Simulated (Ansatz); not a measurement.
**How Mo(100) screens a field**

Wanted: the response of a Mo(100) slab to a perpendicular field.

Calculated with Ansatz 0.2.0; plane-wave DFT, LDA, Ansatz PAW.

## 1. The starting structure

The cell holds 7 atoms: 7 Mo. Its edges and angles: a = 3.150 Å, b = 3.150 Å, c = 27.450 Å, α = 90.0°, β = 90.0°, γ = 90.0°. Vacuum lies along c.

As a file:

```cif
data_structure
_symmetry_space_group_name_H-M 'P 1'
_symmetry_Int_Tables_number 1
_cell_length_a 3.1500
_cell_length_b 3.1500
_cell_length_c 27.4500
_cell_angle_alpha 90.000
_cell_angle_beta 90.000
_cell_angle_gamma 90.000
_cell_volume 272.37
loop_
_atom_site_label
_atom_site_type_symbol
_atom_site_fract_x
_atom_site_fract_y
_atom_site_fract_z
_atom_site_occupancy
Mo1 Mo 0.00000 0.00000 0.32787 1
Mo2 Mo 0.50000 0.50000 0.38525 1
Mo3 Mo 0.00000 0.00000 0.44262 1
Mo4 Mo 0.50000 0.50000 0.50000 1
Mo5 Mo 0.00000 0.00000 0.55738 1
Mo6 Mo 0.50000 0.50000 0.61475 1
Mo7 Mo 0.00000 0.00000 0.67213 1
```

## 2. Atoms held, field 0

A sawtooth potential applies the field, turning back in the middle of the vacuum. With the dipole correction the typed value is the field outside the slab. The induced dipole is small, so the SCF threshold is tight.

Input file input.yaml:

```yaml
crystal:
  lattice:
    - [3.15, 0.0, 0.0]
    - [0.0, 3.15, 0.0]
    - [0.0, 0.0, 27.45]
  atoms:
    - { symbol: Mo, position: [0.0, 0.0, 0.3278688525] }
    - { symbol: Mo, position: [0.5, 0.5, 0.3852459016] }
    - { symbol: Mo, position: [0.0, 0.0, 0.4426229508] }
    - { symbol: Mo, position: [0.5, 0.5, 0.5] }
    - { symbol: Mo, position: [0.0, 0.0, 0.5573770492] }
    - { symbol: Mo, position: [0.5, 0.5, 0.6147540984] }
    - { symbol: Mo, position: [0.0, 0.0, 0.6721311475] }
kpoints:
  mp_grid: { grid: [16, 16, 1] }
hamiltonian:
  xc: lda
scf:
  occupations: { method: fermi_dirac, width: 0.1 }
  convergence: { dr2_threshold: 1.0e-10 }
efield:
  axis: 3
  dipole_correction: true
  ramp_position: 0.97
  ramp_width: 0.06
  amplitude: 0
output:
  forces: true
  write_potential: true
  write_density: true
  volumetric_format: npy
```

Launch:

```bash
ansatz run input.yaml --threads 2 --pin off --max-ram 3072MiB --backend cpu --events-out ev --progress --plain --runs-dir out
```

Numbers of over 12 decimals in the logs are rounded to 6 here.

What it wrote:

```text
Engine: ansatz 0.2.0, x86_64-unknown-linux-gnu
Pseudopotentials: kind: paw
Pseudopotential: Mo, paw, valence charge 14, recommended cutoff 420 eV (normal), Mo.paw.azcp
Functional definition: SPW92
  exchange = slater_x
  correlation = pw_c
Crystal: 7 atoms, lattice volume = 272.373 Å³
Basis set: ecut = 420 eV, 5379 PW (Γ)
Bands: 59, of which v1, the nominal top of the filled ones, is band 49 counted from 1 (48 counted from 0)
Symmetry: 8 space group operations
k-points: 45 of 256
Non-local potential: Mo, projectors of the file, l = 0: 3, l = 1: 2, l = 2: 2, l = 3: 1
PAW form: soft (Blöchl's): semilocal exchange-correlation on the pseudo side does not see the compensation charge
PAW frozen core: Mo, regenerated for the run's functional, and the local potential with it (the file was generated under x = pbe(κ = 0.804, μ = 0.219515), c = pbe(β = 0.066725))
PAW one-centre angular grid: Mo, 590 points (default); XC on 64 Gauss nodes
Initial density: superposition of atomic densities (neutral atoms: chi_scale 0, normalization atom), corrected by the library's trained network
Initial wavefunctions: pseudopotential atomic-orbital guess
Functional: x = slater, c = lda
SCF iter   1: F=—  HF=-33894.968837 eV  |F-HF|=—  |Δ(HF+E_count)|=         —  Δρ=8.69e-3  dr2=8.65e-1  ethr=1.77e-3  p=0.000 e·Å  D=2.77e-13 V/Å  ΔV_dip=-0.00 eV  dr2_dipole=6.19e-8  V_vac-E_F(+/−)=4.29/4.29 eV  ⟨swp⟩=8.3  Hψ=12572  notcnv=0
efield: sawtooth ramp at fractional position 0.9700 (set: `efield.ramp_position`, or a place that a band, a saddle search or an elastic batch's reference lends), width 0.0600; the density the first Hamiltonian is built on has a dipole p = 0.000 e·Å; the dipole correction subtracts the counter field D = 2.77e-13 V/Å, which shifts the + side's vacuum level by -0.00 eV against the − side's; the planar-averaged density in the ramp window peaks in size at 1.0e-5 e/Å³
preconditioner: auto → LDOS  [metal: Δε(μ)=0.017 eV  Ē_g=3.716 eV  σ=0.100 eV  W_gap=0.04  n_scr=64 (ndim 8)  ℏωp=14.6 eV  f_vac=0.527  D(μ)=7.07/eV (n_scr^D=46)  β→1.0]
SCF iter   2: F=—  HF=-33894.940558 eV  |F-HF|=—  |Δ(HF+E_count)|=   2.83e-2  Δρ=4.88e-3  dr2=1.21e-1  ethr=8.82e-4  p=0.000 e·Å  D=5.25e-6 V/Å  ΔV_dip=-0.00 eV  dr2_dipole=7.80e-8  V_vac-E_F(+/−)=4.26/4.26 eV  ⟨swp⟩=2.1  Hψ=3484  notcnv=0
SCF iter   3: F=—  HF=-33894.932068 eV  |F-HF|=—  |Δ(HF+E_count)|=   8.49e-3  Δρ=2.88e-3  dr2=4.90e-2  ethr=1.24e-4  p=0.000 e·Å  D=1.81e-6 V/Å  ΔV_dip=-0.00 eV  dr2_dipole=4.71e-9  V_vac-E_F(+/−)=4.26/4.26 eV  ⟨swp⟩=2.2  Hψ=3997  notcnv=0
SCF iter   4: F=—  HF=-33894.927511 eV  |F-HF|=—  |Δ(HF+E_count)|=   4.56e-3  Δρ=3.30e-4  dr2=5.08e-4  ethr=5.00e-5  p=0.000 e·Å  D=1.52e-6 V/Å  ΔV_dip=-0.00 eV  dr2_dipole=1.30e-9  V_vac-E_F(+/−)=4.26/4.26 eV  ⟨swp⟩=2.1  Hψ=3301  notcnv=0
SCF iter   5: F=—  HF=-33894.927500 eV  |F-HF|=—  |Δ(HF+E_count)|=   1.05e-5  Δρ=1.56e-4  dr2=1.17e-4  ethr=5.18e-7  p=0.000 e·Å  D=9.05e-7 V/Å  ΔV_dip=-0.00 eV  dr2_dipole=1.44e-10  V_vac-E_F(+/−)=4.27/4.27 eV  ⟨swp⟩=3.0  Hψ=4523  notcnv=0
SCF iter   6: F=—  HF=-33894.927493 eV  |F-HF|=—  |Δ(HF+E_count)|=   7.37e-6  Δρ=5.78e-5  dr2=2.38e-5  ethr=1.19e-7  p=0.000 e·Å  D=4.90e-7 V/Å  ΔV_dip=-0.00 eV  dr2_dipole=8.17e-13  V_vac-E_F(+/−)=4.27/4.27 eV  ⟨swp⟩=2.0  Hψ=3396  notcnv=0
SCF iter   7: F=—  HF=-33894.927507 eV  |F-HF|=—  |Δ(HF+E_count)|=   1.39e-5  Δρ=1.24e-5  dr2=9.67e-7  ethr=2.43e-8  p=0.000 e·Å  D=2.43e-7 V/Å  ΔV_dip=-0.00 eV  dr2_dipole=3.51e-12  V_vac-E_F(+/−)=4.27/4.27 eV  ⟨swp⟩=2.0  Hψ=3382  notcnv=0
SCF iter   8: F=—  HF=-33894.927872 eV  |F-HF|=—  |Δ(HF+E_count)|=   3.65e-4  Δρ=4.74e-6  dr2=3.13e-7  ethr=9.87e-10  p=0.000 e·Å  D=9.42e-8 V/Å  ΔV_dip=-0.00 eV  dr2_dipole=4.15e-13  V_vac-E_F(+/−)=4.27/4.27 eV  ⟨swp⟩=3.5  Hψ=5352  notcnv=0
SCF iter   9: F=—  HF=-33894.927872 eV  |F-HF|=—  |Δ(HF+E_count)|=   1.09e-7  Δρ=1.82e-6  dr2=2.37e-8  ethr=3.19e-10  p=0.000 e·Å  D=3.85e-8 V/Å  ΔV_dip=-0.00 eV  dr2_dipole=2.00e-14  V_vac-E_F(+/−)=4.27/4.27 eV  ⟨swp⟩=2.6  Hψ=4225  notcnv=0
SCF iter  10: F=—  HF=-33894.927872 eV  |F-HF|=—  |Δ(HF+E_count)|=   3.27e-9  Δρ=8.15e-7  dr2=6.09e-9  ethr=2.42e-11  p=0.000 e·Å  D=1.11e-8 V/Å  ΔV_dip=-0.00 eV  dr2_dipole=1.40e-13  V_vac-E_F(+/−)=4.27/4.27 eV  ⟨swp⟩=3.2  Hψ=5537  notcnv=0
SCF iter  11: F=—  HF=-33894.927872 eV  |F-HF|=—  |Δ(HF+E_count)|=   1.72e-9  Δρ=2.53e-7  dr2=4.07e-10  ethr=6.21e-12  p=0.000 e·Å  D=1.47e-9 V/Å  ΔV_dip=-0.00 eV  dr2_dipole=3.58e-14  V_vac-E_F(+/−)=4.27/4.27 eV  ⟨swp⟩=3.0  Hψ=5312  notcnv=0
SCF iter  12: F=-33894.927872 eV  HF=-33894.927872 eV  |F-HF|=7.28e-11  |Δ(HF+E_count)|=   3.76e-9  Δρ=7.44e-8  dr2=1.68e-11  ethr=1.00e-12  p=-0.000 e·Å  D=-7.84e-10 V/Å  ΔV_dip=0.00 eV  dr2_dipole=1.98e-16  V_vac-E_F(+/−)=4.27/4.27 eV  ⟨swp⟩=10.3  Hψ=16336  notcnv=0
SCF 1 converged in 12 iterations: F = -33894.927872 eV  dr2 = 1.68e-11
  greatest PAW one-centre occupation: 0.999 electrons in one spin orbital (limit 2), on the Mo atom at site 1 (counted from 0), in its partial waves of l = 0
SCF converged after 12 iterations
Free energy (F): -33894.927872 eV
Harris-Foulkes:  -33894.927872 eV  (|F-HF|=7.28e-11)
Internal energy: -33894.690030 eV  (E = F + TS)
E sigma→0 (E₀):  -33894.808951 eV
Entropy (-TS):   -0.237842 eV (-33.977 meV/atom)
Fermi energy:    5.849728 eV
Dipole field:    D = -0.000000 V/Å  (p = -0.000000 e·Å, saw-weighted, corrected)
Work function:   Φ+ = 4.2724 eV   Φ− = 4.2724 eV
Levels:          The Fermi level and band energies are counted from a zero that moves with the ramp; work functions are not
--- Per-component energies (eV) ---
  E_band       = -1849.963768
  E_kinetic    = 3076.863330
  E_local      = -149699.044839  (includes V_loc(G=0)·N_el)
  E_nonlocal   = 1037.735583
  E_hartree    = 73178.310902
  E_xc         = -1268.706551
  E_vxc        = -1589.836986  (∫ρ·V_xc dr)
  E_paw        = -21625.984556  (= ΣΔE_a)
  E_vpaw       = -1032.302889  (= ΣTr[D̂ρ^β])
  E_aug_tail   = 0.000210  (compensation charges beyond the density's cutoff)
  E_efield     = 0.000000  (sawtooth field / dipole correction)
  E_vefield    = 0.000000  (∫n·V_field dr)
  E_ewald      = 61402.826179
  E_core_change = 3.309714  (= ΣΔE_core)
  E_smearing   = -0.237842  (= −TS)
  E_closure    = -0.000000  (closes the sum)
  Σ components = -33894.927872   (vs F -33894.927872, Δ=0.00e0)
--- Forces (eV/Å), atoms counted from 1 ---
  atom   1  Mo    -0.00000000     0.00000000     2.08681589
  atom   2  Mo    -0.00000000     0.00000000    -1.23725733
  atom   3  Mo    -0.00000000     0.00000000    -0.20745240
  atom   4  Mo    -0.00000000     0.00000000    -0.00000006
  atom   5  Mo     0.00000000     0.00000000     0.20745258
  atom   6  Mo     0.00000000     0.00000000     1.23725727
  atom   7  Mo     0.00000000     0.00000000    -2.08681612
  max |Σ_I F_I| component: 1.64e-7 eV/Å
--- Band table (eV; the first three rows and the last of 45) ---
  k-point 0: bands = [... 45 lower, 5.1019, 5.1019, 5.2837, 5.7303, 5.7303, 5.7703, 5.7753, 6.1405, ... 6 higher]
  k-point 1: bands = [... 45 lower, 5.1410, 5.1780, 5.5204, 5.5267, 5.5328, 5.7701, 6.0639, 6.2532, ... 6 higher]
  k-point 2: bands = [... 45 lower, 5.1956, 5.2411, 5.4282, 5.5763, 5.6797, 5.8584, 6.2922, 6.3979, ... 6 higher]
  k-point 44: bands = [... 45 lower, 6.0581, 6.0581, 7.3784, 7.3834, 7.7191, 7.7359, 8.0389, 8.0586, ... 6 higher]
```

Run time: 29 s. Hardware: 2 threads of Intel Xeon Platinum 8488C (Sapphire Rapids), shared host; peak memory 0.82 GiB.

Reading the cycles: dr2 is the Hartree energy of the density residual (eV), the measure of convergence; HF is the Harris–Foulkes estimate of the energy, which meets the free energy F at convergence.

Numbers from this step:

```
energy at zero smearing   : -33894.8090 eV
work function, upper face : 4.272 eV
dipole along the normal   : -2.56e-8 e·Å
```

Running mean over 1.575 Å of the planar mean; the ramp of the sawtooth is left out. Electron's electrostatic potential energy less the Fermi level against z:

| z (Å) | electron's electrostatic potential energy less the Fermi level (eV) |
| --- | --- |
| 3.5 | 4.27 |
| 4.0 | 4.27 |
| 4.5 | 4.27 |
| 5.0 | 4.26 |
| 5.5 | 4.25 |
| 6.0 | 4.19 |
| 6.5 | 4.03 |
| 7.0 | 3.55 |
| 7.5 | 1.99 |
| 8.0 | -2.25 |
| 8.5 | -7.95 |
| 9.0 | -11.3 |
| 9.5 | -12.1 |
| 10.0 | -12.3 |
| 10.5 | -12.4 |
| 11.0 | -12.6 |
| 11.5 | -12.6 |
| 12.0 | -12.6 |
| 12.5 | -12.6 |
| 13.0 | -12.6 |
| 13.5 | -12.5 |
| 14.0 | -12.5 |
| 14.5 | -12.6 |
| 15.0 | -12.6 |
| 15.5 | -12.6 |
| 16.0 | -12.6 |
| 16.5 | -12.6 |
| 17.0 | -12.4 |
| 17.5 | -12.3 |
| 18.0 | -12.1 |
| 18.5 | -11.1 |
| 19.0 | -7.45 |
| 19.5 | -1.72 |
| 20.0 | 2.26 |
| 20.5 | 3.62 |
| 21.0 | 4.06 |
| 21.5 | 4.20 |
| 22.0 | 4.25 |
| 22.5 | 4.26 |
| 23.0 | 4.27 |
| 23.5 | 4.27 |
| 24.0 | 4.27 |

Force by atom:

| atom | x (eV/Å) | y (eV/Å) | z (eV/Å) | size |
| --- | --- | --- | --- | --- |
| Mo1 | 0.00 | 0.00 | 2.09 | 2.09 |
| Mo2 | 0.00 | 0.00 | -1.24 | 1.24 |
| Mo3 | 0.00 | 0.00 | -0.21 | 0.21 |
| Mo4 | 0.00 | 0.00 | 0.00 | 0.00 |
| Mo5 | 0.00 | 0.00 | 0.21 | 0.21 |
| Mo6 | 0.00 | 0.00 | 1.24 | 1.24 |
| Mo7 | 0.00 | 0.00 | -2.09 | 2.09 |

The work function of the upper face is 4.27 eV.

## 3. Atoms held, field 0.05 V/Å

Edit input.yaml of step 2 so:

```diff
@@ -25,3 +25,3 @@
   ramp_width: 0.06
-  amplitude: 0
+  amplitude: 0.05
 output:
```

What it wrote:

```text
[...]
Crystal: 7 atoms, lattice volume = 272.373 Å³
Basis set: ecut = 420 eV, 5379 PW (Γ)
Bands: 59, of which v1, the nominal top of the filled ones, is band 49 counted from 1 (48 counted from 0)
Symmetry: 8 space group operations
k-points: 45 of 256
[...]
k-point 0: bands = [... 45 lower, 5.1016, 5.1016, 5.2835, 5.7300, 5.7300, 5.7617, 5.7834, 6.1402, ... 6 higher]
  k-point 1: bands = [... 45 lower, 5.1408, 5.1778, 5.5202, 5.5265, 5.5324, 5.7698, 6.0639, 6.2530, ... 6 higher]
  k-point 2: bands = [... 45 lower, 5.1953, 5.2409, 5.4279, 5.5761, 5.6793, 5.8582, 6.2920, 6.3973, ... 6 higher]
  k-point 44: bands = [... 45 lower, 6.0579, 6.0579, 7.3781, 7.3831, 7.7189, 7.7357, 8.0387, 8.0583, ... 6 higher]
[key lines of the parts left out:]
SCF converged after 14 iterations
Free energy (F): -33894.928812 eV
Fermi energy:    5.849479 eV
Dipole field:    D = 0.024971 V/Å  (p = 0.037587 e·Å, saw-weighted, corrected)
```

Elapsed: 33 s, on 2 threads; peak memory 0.81 GiB; 66 s of CPU time.

The dipole is 0.0376 e·Å.

## 4. Single point, field -0.05 V/Å

Edit input.yaml of step 3 so:

```diff
@@ -25,3 +25,3 @@
   ramp_width: 0.06
-  amplitude: 0.05
+  amplitude: -0.05
 output:
```

What it wrote:

```text
[...]
Crystal: 7 atoms, lattice volume = 272.373 Å³
Basis set: ecut = 420 eV, 5379 PW (Γ)
Bands: 59, of which v1, the nominal top of the filled ones, is band 49 counted from 1 (48 counted from 0)
Symmetry: 8 space group operations
k-points: 45 of 256
[...]
k-point 0: bands = [... 45 lower, 5.1016, 5.1016, 5.2835, 5.7300, 5.7300, 5.7617, 5.7834, 6.1402, ... 6 higher]
  k-point 1: bands = [... 45 lower, 5.1408, 5.1778, 5.5202, 5.5265, 5.5324, 5.7698, 6.0639, 6.2530, ... 6 higher]
  k-point 2: bands = [... 45 lower, 5.1953, 5.2409, 5.4279, 5.5761, 5.6793, 5.8582, 6.2920, 6.3973, ... 6 higher]
  k-point 44: bands = [... 45 lower, 6.0579, 6.0579, 7.3781, 7.3831, 7.7189, 7.7357, 8.0387, 8.0583, ... 6 higher]
[key lines of the parts left out:]
SCF converged after 14 iterations
Free energy (F): -33894.928812 eV
Fermi energy:    5.849479 eV
Dipole field:    D = -0.024971 V/Å  (p = -0.037587 e·Å, saw-weighted, corrected)
```

It took 34 s on 2 threads; peak memory 0.79 GiB.

The dipole is -0.0376 e·Å.

## 5. Atoms held, field 0.1 V/Å

Edit input.yaml of step 4 so:

```diff
@@ -25,3 +25,3 @@
   ramp_width: 0.06
-  amplitude: -0.05
+  amplitude: 0.1
 output:
```

What it wrote:

```text
[...]
Crystal: 7 atoms, lattice volume = 272.373 Å³
Basis set: ecut = 420 eV, 5379 PW (Γ)
Bands: 59, of which v1, the nominal top of the filled ones, is band 49 counted from 1 (48 counted from 0)
Symmetry: 8 space group operations
k-points: 45 of 256
[...]
k-point 0: bands = [... 45 lower, 5.1009, 5.1009, 5.2828, 5.7293, 5.7293, 5.7505, 5.7931, 6.1395, ... 6 higher]
  k-point 1: bands = [... 45 lower, 5.1400, 5.1770, 5.5194, 5.5258, 5.5311, 5.7690, 6.0636, 6.2523, ... 6 higher]
  k-point 2: bands = [... 45 lower, 5.1944, 5.2402, 5.4272, 5.5753, 5.6784, 5.8576, 6.2912, 6.3957, ... 6 higher]
  k-point 44: bands = [... 45 lower, 6.0572, 6.0572, 7.3774, 7.3824, 7.7181, 7.7349, 8.0380, 8.0576, ... 6 higher]
[key lines of the parts left out:]
SCF converged after 14 iterations
Free energy (F): -33894.931631 eV
Fermi energy:    5.848743 eV
Dipole field:    D = 0.049945 V/Å  (p = 0.075178 e·Å, saw-weighted, corrected)
```

The job ended after 33 s (2 threads; peak memory 0.81 GiB; 66 s of CPU time).

The dipole is 0.0752 e·Å.

## 6. Single point, field -0.1 V/Å

Edit input.yaml of step 5 so:

```diff
@@ -25,3 +25,3 @@
   ramp_width: 0.06
-  amplitude: 0.1
+  amplitude: -0.1
 output:
```

What it wrote:

```text
[...]
Crystal: 7 atoms, lattice volume = 272.373 Å³
Basis set: ecut = 420 eV, 5379 PW (Γ)
Bands: 59, of which v1, the nominal top of the filled ones, is band 49 counted from 1 (48 counted from 0)
Symmetry: 8 space group operations
k-points: 45 of 256
[...]
k-point 0: bands = [... 45 lower, 5.1009, 5.1009, 5.2828, 5.7293, 5.7293, 5.7505, 5.7931, 6.1395, ... 6 higher]
  k-point 1: bands = [... 45 lower, 5.1400, 5.1770, 5.5194, 5.5258, 5.5311, 5.7690, 6.0636, 6.2523, ... 6 higher]
  k-point 2: bands = [... 45 lower, 5.1944, 5.2402, 5.4272, 5.5753, 5.6784, 5.8576, 6.2912, 6.3957, ... 6 higher]
  k-point 44: bands = [... 45 lower, 6.0572, 6.0572, 7.3774, 7.3824, 7.7181, 7.7349, 8.0380, 8.0576, ... 6 higher]
[key lines of the parts left out:]
SCF converged after 14 iterations
Free energy (F): -33894.931631 eV
Fermi energy:    5.848743 eV
Dipole field:    D = -0.049945 V/Å  (p = -0.075178 e·Å, saw-weighted, corrected)
```

Wall time 34 s (2 threads); peak memory 0.78 GiB.

The dipole is -0.0752 e·Å.

## 7. Single point, field 0.2 V/Å

Edit input.yaml of step 6 so:

```diff
@@ -25,3 +25,3 @@
   ramp_width: 0.06
-  amplitude: -0.1
+  amplitude: 0.2
 output:
```

What it wrote:

```text
[...]
Crystal: 7 atoms, lattice volume = 272.373 Å³
Basis set: ecut = 420 eV, 5379 PW (Γ)
Bands: 59, of which v1, the nominal top of the filled ones, is band 49 counted from 1 (48 counted from 0)
Symmetry: 8 space group operations
k-points: 45 of 256
[...]
k-point 0: bands = [... 45 lower, 5.0979, 5.0979, 5.2798, 5.7263, 5.7263, 5.7264, 5.8113, 6.1365, ... 6 higher]
  k-point 1: bands = [... 45 lower, 5.1371, 5.1740, 5.5164, 5.5228, 5.5261, 5.7659, 6.0627, 6.2494, ... 6 higher]
  k-point 2: bands = [... 45 lower, 5.1909, 5.2375, 5.4242, 5.5724, 5.6745, 5.8551, 6.2883, 6.3898, ... 6 higher]
  k-point 44: bands = [... 45 lower, 6.0542, 6.0542, 7.3744, 7.3797, 7.7152, 7.7320, 8.0350, 8.0548, ... 6 higher]
[key lines of the parts left out:]
SCF converged after 14 iterations
Free energy (F): -33894.942909 eV
Fermi energy:    5.845779 eV
Dipole field:    D = 0.099913 V/Å  (p = 0.150391 e·Å, saw-weighted, corrected)
```

Wall time 33 s (2 threads); peak memory 0.78 GiB; 66 s of CPU time.

The dipole is 0.150 e·Å.

## 8. Atoms held, field -0.2 V/Å

Edit input.yaml of step 7 so:

```diff
@@ -25,3 +25,3 @@
   ramp_width: 0.06
-  amplitude: 0.2
+  amplitude: -0.2
 output:
```

What it wrote:

```text
[...]
Crystal: 7 atoms, lattice volume = 272.373 Å³
Basis set: ecut = 420 eV, 5379 PW (Γ)
Bands: 59, of which v1, the nominal top of the filled ones, is band 49 counted from 1 (48 counted from 0)
Symmetry: 8 space group operations
k-points: 45 of 256
[...]
k-point 0: bands = [... 45 lower, 5.0979, 5.0979, 5.2798, 5.7263, 5.7263, 5.7264, 5.8113, 6.1365, ... 6 higher]
  k-point 1: bands = [... 45 lower, 5.1371, 5.1740, 5.5164, 5.5228, 5.5261, 5.7659, 6.0627, 6.2494, ... 6 higher]
  k-point 2: bands = [... 45 lower, 5.1909, 5.2375, 5.4242, 5.5724, 5.6745, 5.8551, 6.2883, 6.3898, ... 6 higher]
  k-point 44: bands = [... 45 lower, 6.0542, 6.0542, 7.3744, 7.3797, 7.7152, 7.7320, 8.0350, 8.0548, ... 6 higher]
[key lines of the parts left out:]
SCF converged after 14 iterations
Free energy (F): -33894.942909 eV
Fermi energy:    5.845779 eV
Dipole field:    D = -0.099913 V/Å  (p = -0.150391 e·Å, saw-weighted, corrected)
```

It took 33 s on 2 threads; peak memory 0.81 GiB; 66 s of CPU time.

The dipole is -0.150 e·Å.

(Continued in part 2 of 2.)

[Logs are printed without paths, hosts, clocks, repeated set-up lines and the standing remarks that a program may print on its own settings, such as how far it seeks lower states.]

[Hosts, paths, dates, database ids (printed as entryN), source tags and the programs' standing remarks are cut or masked in the printed files.]

[Maps of the electrostatic potential energy from Ansatz leave out the sawtooth potential of an applied field or a dipole correction, so their vacuum need not be flat; planar profiles and work functions include it.]
